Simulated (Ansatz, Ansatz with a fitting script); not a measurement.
An input for Ansatz 0.2.0 (WS2 (Tungstenite)):

```yaml
crystal:
  lattice:
    - [3.18, 0.0, 0.0]
    - [-1.59, 2.753960784, 0.0]
    - [0.0, 0.0, 12.5]
  atoms:
    - { symbol: W, position: [0.3333333333, 0.6666666667, 0.25] }
    - { symbol: W, position: [0.6666666667, 0.3333333333, 0.75] }
    - { symbol: S, position: [0.3333333333, 0.6666666667, 0.625] }
    - { symbol: S, position: [0.6666666667, 0.3333333333, 0.125] }
    - { symbol: S, position: [0.3333333333, 0.6666666667, 0.875] }
    - { symbol: S, position: [0.6666666667, 0.3333333333, 0.375] }
kpoints:
  mp_grid: { grid: [4, 4, 2] }
hamiltonian:
  xc: pbe
  pseudopotentials: { kind: paw, source: ansatz, frozen_core: stored }
scf:
  occupations: { method: fixed }
  convergence: { dr2_threshold: 1.0e-09 }
output:
  embedding: [{ level: hf }]
basis:
  ecutwfc: 1000
```

The database entry behind the starting cell differs from later determinations by our own check (an axis about 1.4 % long against later determinations), so it need not match the best structure at ambient conditions.

```sh
ansatz run input.yaml --threads 16 --pin off --max-ram 73728MiB --backend cpu --events-out ev --progress --plain --runs-dir out
```

**Question.** Estimate wall time and host memory on 16 threads of Arm Neoverse V2, shared host.

It took 46 s; on shared hardware allow 23 s to 92 s. Peak host memory was 1.3 GiB.

[Paths, hosts, dates, memory and timing lines, banners, echoed tables and standing remarks are left out of the program output.]

[Logs are printed without paths, hosts, clocks, repeated set-up lines and the standing remarks that a program may print on its own settings, such as how far it seeks lower states.]

[Runs of the session that timed out or met a known fault of the program may be left out.]

[Hosts, paths, dates, database ids (printed as entryN), source tags and the programs' standing remarks are cut or masked in the printed files.]
